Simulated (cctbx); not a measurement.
**TbMn7 across an absorption edge**

Space group P-6m2 (no. 187), a = 5.6010 Å, b = 5.6010 Å, c = 4.3430 Å, α = 90.00°, β = 90.00°, γ = 120.00°.

```csv
atom,mult.,x,y,z,Ueq (Å²)
Tb1,1,0,0,0,0.0096
Mn1,1,2/3,1/3,1/2,0.0158
Mn2,3,0.6551,0.8276,1/2,0.0134
Mn3,3,0.4932,0.5068,0,0.0185
```

This is a model crystal, built by substitution and not relaxed, with assumed displacement parameters.

Calculated with cctbx: free-atom f′ and f″ from the Sasaki tables, no fine structure; amplitudes in electrons.

How do |F(hkl)| and |F(−h−k−l)| change across the Mn K edge?

```text
E (eV)    f'(Mn)   f''           |F|0 3 0        |F|0 0 2        |F|1 1 0        |F|1 1 2
   5939   -2.19   0.55       25.8/  26.0    147.8/ 147.8     32.0/  32.0     27.3/  27.3
   6289   -3.00   0.50       26.0/  26.1    141.9/ 141.9     32.2/  32.2     27.4/  27.4
   6419   -3.73   0.48       26.4/  26.5    136.8/ 136.8     32.6/  32.6     27.8/  27.8
   6479   -4.48   0.47       26.9/  27.0    131.8/ 131.8     33.1/  33.1     28.3/  28.3
   6509   -5.18   0.47       27.5/  27.6    127.2/ 127.2     33.7/  33.7     28.9/  28.9
   6524   -5.91   0.46       28.1/  28.2    122.3/ 122.3     34.4/  34.4     29.5/  29.5
   6531   -6.58   0.46       28.7/  28.8    118.0/ 118.0     35.0/  35.0     30.0/  30.0
   6535   -7.29   0.46       29.4/  29.4    113.3/ 113.3     35.6/  35.6     30.6/  30.6
   6543   -7.51   3.96       29.5/  29.1    115.6/ 115.6     35.6/  35.6     30.6/  30.6
   6547   -6.67   3.95       28.8/  28.4    121.0/ 121.0     34.8/  34.8     29.8/  29.8
   6554   -5.93   3.95       28.1/  27.7    125.6/ 125.6     34.1/  34.1     29.2/  29.2
   6569   -5.12   3.93       27.3/  26.9    130.7/ 130.7     33.3/  33.3     28.4/  28.4
   6599   -4.33   3.89       26.5/  26.1    135.7/ 135.7     32.5/  32.5     27.7/  27.7
   6689   -3.23   3.79       25.3/  24.9    142.3/ 142.3     31.2/  31.2     26.5/  26.5
   6939   -2.10   3.55       23.5/  23.1    148.5/ 148.5     29.4/  29.4     24.7/  24.7
```

The edge is at 6539 eV. f′ of Mn falls from -3.7 e at 6419 eV to -7.3 e at 4 eV below it, and f″ steps from 0.46 to 3.95 e across it. Over that approach |F| changes by +11 % (0 3 0), -17 % (0 0 2), +9 % (1 1 0) and +10 % (1 1 2): a reflection falls where Mn scatters in phase with the total and rises where it scatters against it; it hardly moves where the Mn term is small or cancels by symmetry or lies in quadrature to the total. The f″ term interferes with the normal scattering with opposite sign for the two Friedel mates. The largest Friedel difference in the scan is 1.7 % of the mean (0 3 0, at 6939 eV).

[Logs are printed without paths, hosts, clocks, repeated set-up lines and the standing remarks that a program may print on its own settings, such as how far it seeks lower states.]
